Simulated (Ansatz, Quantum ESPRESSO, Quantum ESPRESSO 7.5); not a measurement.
**honeycomb PAs, 1 layer: biaxial strain by an ASE script**

Aim: band edges, gap and stiffness of honeycomb PAs, 1 layer under biaxial strain.

Main program and level: Quantum ESPRESSO 7.5; plane-wave DFT, PBE, GBRV ultrasoft pseudopotentials (geometry by Ansatz 0.2.0 with PAW datasets; geometry under PBE).

### Step 1. Starting point

The cell holds 2 atoms: 1 As and 1 P. Its edges and angles: a = 3.440 Å, b = 3.440 Å, c = 16.320 Å, α = 90.0°, β = 90.0°, γ = 120.0°. It derives from PAs. Vacuum lies along c.

This sheet is a model structure: its symmetry is held, and its stability is not tested here.

### Step 2. Relaxation with Ansatz

A relaxation in Ansatz fixes the structure of this slab for the runs on it.

Input file input.yaml:

```yaml
crystal:
  lattice:
    - [3.44, 0.0, 0.0]
    - [-1.72, 2.979127389, 0.0]
    - [0.0, 0.0, 16.32]
  atoms:
    - { symbol: As, position: [0.6666666667, 0.3333333333, 0.4595588235] }
    - { symbol: P, position: [0.3333333333, 0.6666666667, 0.5404411765] }
kpoints:
  mp_grid: { grid: [12, 12, 1] }
hamiltonian:
  xc: pbe
scf:
  occupations: { method: fermi_dirac, width: 0.05 }
  convergence: { dr2_threshold: 1.0e-08 }
efield:
  axis: 3
  dipole_correction: true
  ramp_position: 0.97
  ramp_width: 0.04
relax:
  f_tol: 0.01
  cell: { fix: [c, alpha, beta] }
output:
  write_potential: true
  write_density: true
  volumetric_format: npy
```

The run is started by

```
$ ansatz run input.yaml --threads 2 --pin off --max-ram 4096MiB --backend cpu --events-out ev --progress --plain --runs-dir out
```

Numbers of over 12 decimals in the logs are rounded to 6 here.

The log of the run:

```text
Warning: relax.cell: scf.convergence.dr2_threshold = 1e-8 eV is looser than the 2e-10 eV advised for a relaxation that steers and ends on the stress (1e-10 eV for each atom of the cell: 2). What an SCF threshold leaves in a stress goes as its square root, and in the free energy as the threshold itself, and one threshold admits the most on a small cell: [figures from the program's tests cut] Set scf.convergence.dr2_threshold to 2e-10 eV or tighter. The threshold is an SCF's pass mark: one that does not reach it within its budget of iterations ends unconverged, or closes short of it on a stop that the run arms, and scf.convergence.dr2_threshold's page says what that costs each kind of run
Engine: ansatz 0.2.0, aarch64-unknown-linux-gnu
Pseudopotentials: kind: paw
Pseudopotential: As, paw, valence charge 15, recommended cutoff 420 eV (normal), As.paw.azcp
Pseudopotential: P, paw, valence charge 5, recommended cutoff 420 eV (normal), P.paw.azcp
Functional definition: PBE
  parameter kappa = 0.804
  parameter beta = 0.066725
  exchange = pbe_x(kappa = kappa, mu = beta*pi^2/3)
  correlation = pbe_c(beta = beta)
Crystal: 2 atoms, lattice volume = 167.251 Å³
Basis set: ecut = 420 eV, 3247 PW (Γ), exchange–correlation on 48×48×240 points (8 copies of the dense FFT grid, shifted against one another)
Bands: 14, of which v1, the nominal top of the filled ones, is band 10 counted from 1 (9 counted from 0)
Symmetry: 6 space group operations
Space group: P3m1 (ITA 156), of the structure as read, at distance tolerance 5.5e-5 Å
k-points: 19 of 144 (time reversal used)
Non-local potential: As, projectors of the file, l = 0: 2, l = 1: 2, l = 2: 3, l = 3: 1
Non-local potential: P, projectors of the file, l = 0: 2, l = 1: 2, l = 2: 2
PAW form: soft (Blöchl's): semilocal exchange-correlation on the pseudo side does not see the compensation charge
PAW one-centre angular grid: As, 590 points (default); XC on 64 Gauss nodes
PAW one-centre angular grid: P, 110 points (default); XC on 64 Gauss nodes
Initial density: superposition of atomic densities (neutral atoms: chi_scale 0, normalization atom), corrected by the library's trained network
Initial wavefunctions: pseudopotential atomic-orbital guess
Functional: x = pbe(κ = 0.804, μ = 0.219515), c = pbe(β = 0.066725)
SCF iter   1: F=—  HF=-5611.711502 eV  |F-HF|=—  |Δ(HF+E_count)|=         —  Δρ=1.50e-3  dr2=2.40e-2  ethr=1.77e-3  p=-0.008 e·Å  D=-8.62e-3 V/Å  ΔV_dip=0.14 eV  dr2_dipole=6.74e-3  V_vac-E_F(+/−)=4.96/4.82 eV  ⟨swp⟩=6.6  Hψ=1807  notcnv=0
efield: sawtooth ramp at fractional position 0.9700 (set: `efield.ramp_position`, or a place that a band, a saddle search or an elastic batch's reference lends), width 0.0400; the density the first Hamiltonian is built on has a dipole p = -0.008 e·Å; the dipole correction subtracts the counter field D = -8.62e-3 V/Å, which shifts the + side's vacuum level by +0.14 eV against the − side's; the planar-averaged density in the ramp window peaks in size at 4.0e-5 e/Å³
preconditioner: auto → none  [insulator: Δε(μ)=1.827 eV  Ē_g=9.727 eV  σ=0.050 eV  W_gap=1.00  n_scr=8 (ndim 8)  ℏωp=9.1 eV  f_vac=0.678  D(μ)=0.00/eV (n_scr^D=0)  ε∞_Penn≈1.9]
SCF iter   2: F=—  HF=-5611.737617 eV  |F-HF|=—  |Δ(HF+E_count)|=   2.61e-2  Δρ=3.69e-3  dr2=1.81e-1  ethr=1.20e-4  p=-0.064 e·Å  D=-6.90e-2 V/Å  ΔV_dip=1.13 eV  dr2_dipole=4.28e-2  V_vac-E_F(+/−)=5.43/4.30 eV  ⟨swp⟩=3.9  Hψ=684  notcnv=0
SCF iter   3: F=—  HF=-5611.710391 eV  |F-HF|=—  |Δ(HF+E_count)|=   2.72e-2  Δρ=4.82e-4  dr2=8.47e-4  ethr=1.20e-4  p=-0.025 e·Å  D=-2.71e-2 V/Å  ΔV_dip=0.44 eV  dr2_dipole=1.49e-4  V_vac-E_F(+/−)=5.10/4.66 eV  ⟨swp⟩=3.6  Hψ=469  notcnv=0
SCF iter   4: F=—  HF=-5611.710856 eV  |F-HF|=—  |Δ(HF+E_count)|=   4.65e-4  Δρ=1.45e-4  dr2=3.18e-5  ethr=4.24e-6  p=-0.028 e·Å  D=-2.99e-2 V/Å  ΔV_dip=0.49 eV  dr2_dipole=3.18e-6  V_vac-E_F(+/−)=5.12/4.63 eV  ⟨swp⟩=3.0  Hψ=586  notcnv=0
SCF iter   5: F=—  HF=-5611.710905 eV  |F-HF|=—  |Δ(HF+E_count)|=   4.93e-5  Δρ=6.28e-5  dr2=3.94e-6  ethr=1.59e-7  p=-0.028 e·Å  D=-3.07e-2 V/Å  ΔV_dip=0.50 eV  dr2_dipole=8.00e-8  V_vac-E_F(+/−)=5.13/4.63 eV  ⟨swp⟩=2.0  Hψ=492  notcnv=0
SCF iter   6: F=—  HF=-5611.710911 eV  |F-HF|=—  |Δ(HF+E_count)|=   5.43e-6  Δρ=9.39e-6  dr2=3.24e-7  ethr=1.97e-8  p=-0.029 e·Å  D=-3.09e-2 V/Å  ΔV_dip=0.50 eV  dr2_dipole=4.90e-8  V_vac-E_F(+/−)=5.13/4.63 eV  ⟨swp⟩=3.2  Hψ=591  notcnv=0
SCF iter   7: F=-5611.710911 eV  HF=-5611.710911 eV  |F-HF|=8.51e-10  |Δ(HF+E_count)|=   1.60e-7  Δρ=1.51e-6  dr2=4.69e-9  ethr=5.00e-11  p=-0.029 e·Å  D=-3.09e-2 V/Å  ΔV_dip=0.50 eV  dr2_dipole=5.45e-10  V_vac-E_F(+/−)=5.13/4.63 eV  ⟨swp⟩=8.9  Hψ=1896  notcnv=0
SCF 1 converged in 7 iterations: F = -5611.710911 eV  dr2 = 4.69e-9
  greatest PAW one-centre occupation: 0.999 electrons in one spin orbital (limit 2), on the As atom at site 0 (counted from 0), in its partial waves of l = 2
relax step   1: F+E_penalty+E_count = -5611.71091087 eV  Δ(F+E_penalty+E_count) = +0.000e0 eV  max|allowed force component| = 3.040e-2 eV/Å  Δτ_max = 0.0000 Å  P = +0.142 GPa  Ω = 167.251 Å³  fix = [c, alpha, beta]  reactions: c +0.038 GPa  (7 SCF iters, accepted)
Crystal: 2 atoms, lattice volume = 168.511 Å³
Initial density: handed on by an earlier stage of this run
Initial wavefunctions: those handed on with the density
iter 1 solved again at ethr=1.05e-6 eV; its pass at ethr=3.10e-3 eV (dr2=2.11e-4 eV) is discarded
SCF iter   1: F=—  HF=-5611.711599 eV  |F-HF|=—  |Δ(HF+E_count)|=         —  Δρ=2.23e-4  dr2=1.92e-4  ethr=1.05e-6  p=-0.029 e·Å  D=-3.09e-2 V/Å  ΔV_dip=0.50 eV  dr2_dipole=1.69e-7  V_vac-E_F(+/−)=5.14/4.63 eV  ⟨swp⟩=3.1  Hψ=1917  notcnv=0
efield: sawtooth ramp at fractional position 0.9700 (set: `efield.ramp_position`, or a place that a band, a saddle search or an elastic batch's reference lends), width 0.0400; the density the first Hamiltonian is built on has a dipole p = -0.029 e·Å; the dipole correction subtracts the counter field D = -3.09e-2 V/Å, which shifts the + side's vacuum level by +0.50 eV against the − side's; the planar-averaged density in the ramp window peaks in size at 2.6e-7 e/Å³
preconditioner: auto → none  [insulator: Δε(μ)=1.858 eV  Ē_g=9.679 eV  σ=0.050 eV  W_gap=1.00  n_scr=8 (ndim 8)  ℏωp=9.0 eV  f_vac=0.676  D(μ)=0.00/eV (n_scr^D=0)  ε∞_Penn≈1.9]
SCF iter   2: F=—  HF=-5611.711534 eV  |F-HF|=—  |Δ(HF+E_count)|=   6.56e-5  Δρ=8.13e-5  dr2=1.86e-5  ethr=9.60e-7  p=-0.028 e·Å  D=-3.06e-2 V/Å  ΔV_dip=0.50 eV  dr2_dipole=3.09e-6  V_vac-E_F(+/−)=5.16/4.66 eV  ⟨swp⟩=2.0  Hψ=338  notcnv=0
[...]
preconditioner: auto → none  [insulator: Δε(μ)=1.825 eV  Ē_g=9.648 eV  σ=0.050 eV  W_gap=1.00  n_scr=8 (ndim 8)  ℏωp=9.0 eV  f_vac=0.675  D(μ)=0.00/eV (n_scr^D=0)  ε∞_Penn≈1.9]
SCF iter   2: F=—  HF=-5611.711386 eV  |F-HF|=—  |Δ(HF+E_count)|=   5.01e-5  Δρ=1.12e-4  dr2=1.35e-5  ethr=8.01e-7  p=-0.029 e·Å  D=-3.11e-2 V/Å  ΔV_dip=0.51 eV  dr2_dipole=8.35e-8  V_vac-E_F(+/−)=5.14/4.63 eV  ⟨swp⟩=2.0  Hψ=335  notcnv=0
SCF iter   3: F=—  HF=-5611.711385 eV  |F-HF|=—  |Δ(HF+E_count)|=   4.03e-7  Δρ=4.10e-5  dr2=7.34e-6  ethr=6.76e-8  p=-0.029 e·Å  D=-3.08e-2 V/Å  ΔV_dip=0.50 eV  dr2_dipole=1.47e-6  V_vac-E_F(+/−)=5.14/4.63 eV  ⟨swp⟩=2.0  Hψ=361  notcnv=0
SCF iter   4: F=—  HF=-5611.711377 eV  |F-HF|=—  |Δ(HF+E_count)|=   7.99e-6  Δρ=4.83e-5  dr2=2.85e-5  ethr=3.67e-8  p=-0.029 e·Å  D=-3.15e-2 V/Å  ΔV_dip=0.51 eV  dr2_dipole=6.80e-6  V_vac-E_F(+/−)=5.14/4.63 eV  ⟨swp⟩=2.1  Hψ=322  notcnv=0  recentre
SCF iter   5: F=—  HF=-5611.711373 eV  |F-HF|=—  |Δ(HF+E_count)|=   4.22e-6  Δρ=9.74e-6  dr2=8.29e-8  ethr=3.67e-8  p=-0.029 e·Å  D=-3.10e-2 V/Å  ΔV_dip=0.51 eV  dr2_dipole=1.49e-9  V_vac-E_F(+/−)=5.14/4.63 eV  ⟨swp⟩=2.0  Hψ=304  notcnv=0
SCF iter   6: F=-5611.711373 eV  HF=-5611.711373 eV  |F-HF|=8.46e-11  |Δ(HF+E_count)|=   1.65e-8  Δρ=1.58e-6  dr2=2.77e-9  ethr=5.00e-11  p=-0.029 e·Å  D=-3.10e-2 V/Å  ΔV_dip=0.51 eV  dr2_dipole=1.41e-11  V_vac-E_F(+/−)=5.14/4.63 eV  ⟨swp⟩=9.0  Hψ=1855  notcnv=0
SCF 3 converged in 6 iterations: F = -5611.711373 eV  dr2 = 2.77e-9
relax step   3: F+E_penalty+E_count = -5611.71137317 eV  Δ(F+E_penalty+E_count) = +1.454e-4 eV  max|allowed force component| = 8.690e-2 eV/Å  Δτ_max = 0.0050 Å  P = -0.077 GPa  Ω = 168.804 Å³  energy of the carried Pulay correction = -5.077e-5 eV  fix = [c, alpha, beta]  (6 SCF iters, rejected (line search))
[...]
relax step   4: F+E_penalty+E_count = -5611.71166390 eV  Δ(F+E_penalty+E_count) = -1.454e-4 eV  max|allowed force component| = 2.342e-4 eV/Å  Δτ_max = 0.0021 Å  P = -0.001 GPa  Ω = 168.611 Å³  energy of the carried Pulay correction = -4.447e-5 eV  fix = [c, alpha, beta]  reactions: c -0.001 GPa  (6 SCF iters, accepted)
Initial wavefunctions: pseudopotential atomic-orbital guess (no wavefunctions were taken with the density)
iter 1 solved again at ethr=1.27e-6 eV; its pass at ethr=3.10e-3 eV (dr2=2.53e-4 eV) is discarded
SCF iter   1: F=—  HF=-5611.711710 eV  |F-HF|=—  |Δ(HF+E_count)|=         —  Δρ=4.94e-6  dr2=3.97e-9  ethr=1.27e-6  p=-0.029 e·Å  D=-3.09e-2 V/Å  ΔV_dip=0.50 eV  dr2_dipole=6.08e-12  V_vac-E_F(+/−)=5.15/4.65 eV  ⟨swp⟩=3.5  Hψ=2573  notcnv=0
efield: sawtooth ramp at fractional position 0.9700 (set: `efield.ramp_position`, or a place that a band, a saddle search or an elastic batch's reference lends), width 0.0400; the density the first Hamiltonian is built on has a dipole p = -0.029 e·Å; the dipole correction subtracts the counter field D = -3.09e-2 V/Å, which shifts the + side's vacuum level by +0.50 eV against the − side's; the planar-averaged density in the ramp window peaks in size at 2.6e-7 e/Å³
eigensolver tolerance schedule: the retry pair's looser diagonalisation over-reported the residual by 63711.66 of it (diagonalisation noise at an unbounded share of the residual, at the tolerance the schedule requests for it); recorded, not acted on — ethr = c·dr2/N_el stays at c = 1.0e-1
preconditioner: auto → none  [insulator: Δε(μ)=1.845 eV  Ē_g=9.668 eV  σ=0.050 eV  W_gap=1.00  n_scr=8 (ndim 8)  ℏωp=9.0 eV  f_vac=0.676  D(μ)=0.00/eV (n_scr^D=0)  ε∞_Penn≈1.9]
SCF iter   2: F=—  HF=-5611.711707 eV  |F-HF|=—  |Δ(HF+E_count)|=   3.16e-6  Δρ=2.91e-6  dr2=4.04e-9  ethr=1.99e-11  p=-0.029 e·Å  D=-3.09e-2 V/Å  ΔV_dip=0.50 eV  dr2_dipole=1.41e-11  V_vac-E_F(+/−)=5.15/4.65 eV  ⟨swp⟩=10.0  Hψ=2395  notcnv=0
SCF iter   3: F=-5611.711712 eV  HF=-5611.711710 eV  |F-HF|=1.87e-6  |Δ(HF+E_count)|=   2.79e-6  Δρ=1.60e-6  dr2=2.90e-9  ethr=1.99e-11  p=-0.029 e·Å  D=-3.09e-2 V/Å  ΔV_dip=0.50 eV  dr2_dipole=4.91e-10  V_vac-E_F(+/−)=5.15/4.65 eV  ⟨swp⟩=7.9  Hψ=1722  notcnv=0
SCF 5 converged in 3 iterations: F = -5611.711712 eV  dr2 = 2.90e-9
relax step   5: F+E_penalty+E_count = -5611.71171193 eV  Δ(F+E_penalty+E_count) = -4.803e-5 eV  max|allowed force component| = 2.645e-4 eV/Å  Δτ_max = 0.0000 Å  P = -0.000 GPa  Ω = 168.611 Å³  fix = [c, alpha, beta]  reactions: c -0.000 GPa  stress off target by 3.87e-5 GPa on what of the cell is left free  SCF on the basis re-selected at this cell (its energy is not comparable with the rows above)  (3 SCF iters)
basis re-selected at this cell: Δ(F+E_penalty+E_count) = -4.803e-5 eV, ΔP = +0.000 GPa vs the last step (what re-selecting the basis moved, of the pressure what is left beyond the Pulay correction that the steps carried, after the strain that the cell walked since its last selection, with what the two solves' SCF thresholds leave and, on support functions, any second-order correction that the steps lacked; it is no m [...]
WARN: The output density's exchange-correlation potential varies sharply where the density is thin. Do not read a vacuum level from v_tot or v_xc, or from such a field of the output density. On a cell that repeats whose density bears no net charge and no dipole along the vacuum's axis use v_es (v_loc + v_h of the components); under efield.dipole_correction with no amplitude use v_es + v_field, which holds any externa [...]
SCF converged after 3 iterations
Free energy (F): -5611.711712 eV
Harris-Foulkes:  -5611.711710 eV  (|F-HF|=1.87e-6)
Internal energy: -5611.711712 eV  (E = F + TS)
E sigma→0 (E₀):  -5611.711712 eV
Fermi energy:    -1.554042 eV
Dipole field:    D = -0.030967 V/Å  (p = -0.028855 e·Å, saw-weighted, corrected)
Work function:   Φ+ = 5.1511 eV   Φ− = 4.6457 eV
Levels:          The Fermi level and band energies are counted from a zero that moves with the ramp; work functions are not
--- Per-component energies (eV) ---
  E_band       = -449.977745
  E_kinetic    = 170.648677
  E_local      = -8573.830186  (includes V_loc(G=0)·N_el)
  E_nonlocal   = -636.440936
  E_hartree    = 4251.444785
  E_xc         = -139.429155
  E_vxc        = -138.191003  (∫ρ·V_xc dr)
  E_paw        = -2404.174007  (= ΣΔE_a)
  E_vpaw       = 225.047305  (= ΣTr[D̂ρ^β])
  E_aug_tail   = 0.000012  (compensation charges beyond the density's cutoff)
  E_efield     = 0.000447  (sawtooth field / dipole correction)
  E_vefield    = -0.102214  (∫n·V_field dr)
  E_ewald      = 1720.068652
  E_smearing   = -0.000000  (= −TS)
  E_closure    = 0.000000  (closes the sum)
  Σ components = -5611.711712   (vs F -5611.711712, Δ=0.00e0)
--- Forces (eV/Å), atoms counted from 1 ---
  atom   1  As     0.00000000     0.00000000     0.00026637
  atom   2  P      0.00000000     0.00000000    -0.00026272
  max |Σ_I F_I| component: 3.65e-6 eV/Å
--- Stress (GPa, compression-positive) ---
       -0.000039       0.000000       0.000000
        0.000000      -0.000039      -0.000000
        0.000000       0.000000      -0.000326
  P = ⅓ Tr σ = -0.0001 GPa (-0.001 kbar)
--- Band table (eV; the first three rows and the last of 19) ---
  k-point 0: bands = [... 6 lower, -9.0889, -2.8557, -2.4606, -2.4606, 0.2772, 1.3088, 1.3088, 2.6304]
  k-point 1: bands = [... 6 lower, -9.0500, -3.3392, -2.8028, -2.6815, 0.6880, 1.4066, 1.5571, 2.7724]
  k-point 2: bands = [... 6 lower, -8.9869, -4.7694, -3.1681, -2.6792, 0.1630, 2.0510, 2.3050, 3.1629]
  k-point 18: bands = [... 6 lower, -11.8359, -7.1560, -4.3010, -4.2329, -0.2773, 2.5611, 2.6837, 5.8856]
--- Relaxed structure (4 steps of the walk, 3 accepted, 1 SCFs on fresh bases) ---
  F+E_penalty+E_count = -5611.71171193 eV   max|allowed force component| = 2.645e-4 eV/Å   (the final SCF, on the basis selected at the relaxed cell)
  cell:  # Å, volume = 168.6108 Å³
    - [3.453960, 0, 0]
    - [-1.726980, 2.991217, 0]
    - [0, 0, 16.32]
  atoms:
    - { symbol: As, position: [0.666667, 0.333333, 0.459598] }
    - { symbol: P, position: [0.333333, 0.666667, 0.540402] }
```

Wall time 8.7 s (2 threads of Arm Neoverse V2, shared host); peak memory 0.37 GiB; 16 s of CPU time.

Step by step:

| step | energy less that of the first step (eV) | largest force component (eV/Å) | pressure (GPa) | volume (Å³) |
| --- | --- | --- | --- | --- |
| 1 | 0.0000 | 0.0304 | 0.14 | 167.25 |
| 2 | -0.0006 | 0.0640 | 0.05 | 168.51 |
| 3 | -0.0005 | 0.0869 | -0.08 | 168.80 |
| 4 | -0.0008 | 0.0002 | 0.00 | 168.61 |
| 5* | -0.0008 | 0.0003 | 0.00 | 168.61 |

Relaxation steps marked * repeat the geometry before them on a plane-wave basis chosen anew for their cell, so energy and pressure can jump there. Relaxation step 3 was tried and not accepted.

| cell as run | before | after | change |
| --- | --- | --- | --- |
| a (Å) | 3.440 | 3.454 | +0.4 % |
| b (Å) | 3.440 | 3.454 | +0.4 % |

The relaxed structure:

```xyz
2
Lattice="3.4540 0.0000 0.0000 -1.7270 2.9912 0.0000 0.0000 0.0000 16.3200" Properties=species:S:1:pos:R:3
As    1.7270    0.9971    7.5006
P     0.0000    1.9941    8.8194
```

This step gave:

- free energy: -5611.7117 eV
- Fermi energy: -1.554 eV
- gap by band count: 1.845 eV
- symmetry operations: 6
- dipole along the normal: -0.02885 e·Å
- vacuum level at the upper face over a Fermi level inside the gap: 5.151 eV
- vacuum level at the lower face over a Fermi level inside the gap: 4.646 eV

(Part 1 of 2 ends here.)

[Logs are printed without paths, hosts, clocks, repeated set-up lines and the standing remarks that a program may print on its own settings, such as how far it seeks lower states.]

[Hosts, paths, dates, database ids (printed as entryN), source tags and the programs' standing remarks are cut or masked in the printed files.]

[Maps of the electrostatic potential energy from Ansatz leave out the sawtooth potential of an applied field or a dipole correction, so their vacuum need not be flat; planar profiles and work functions include it.]
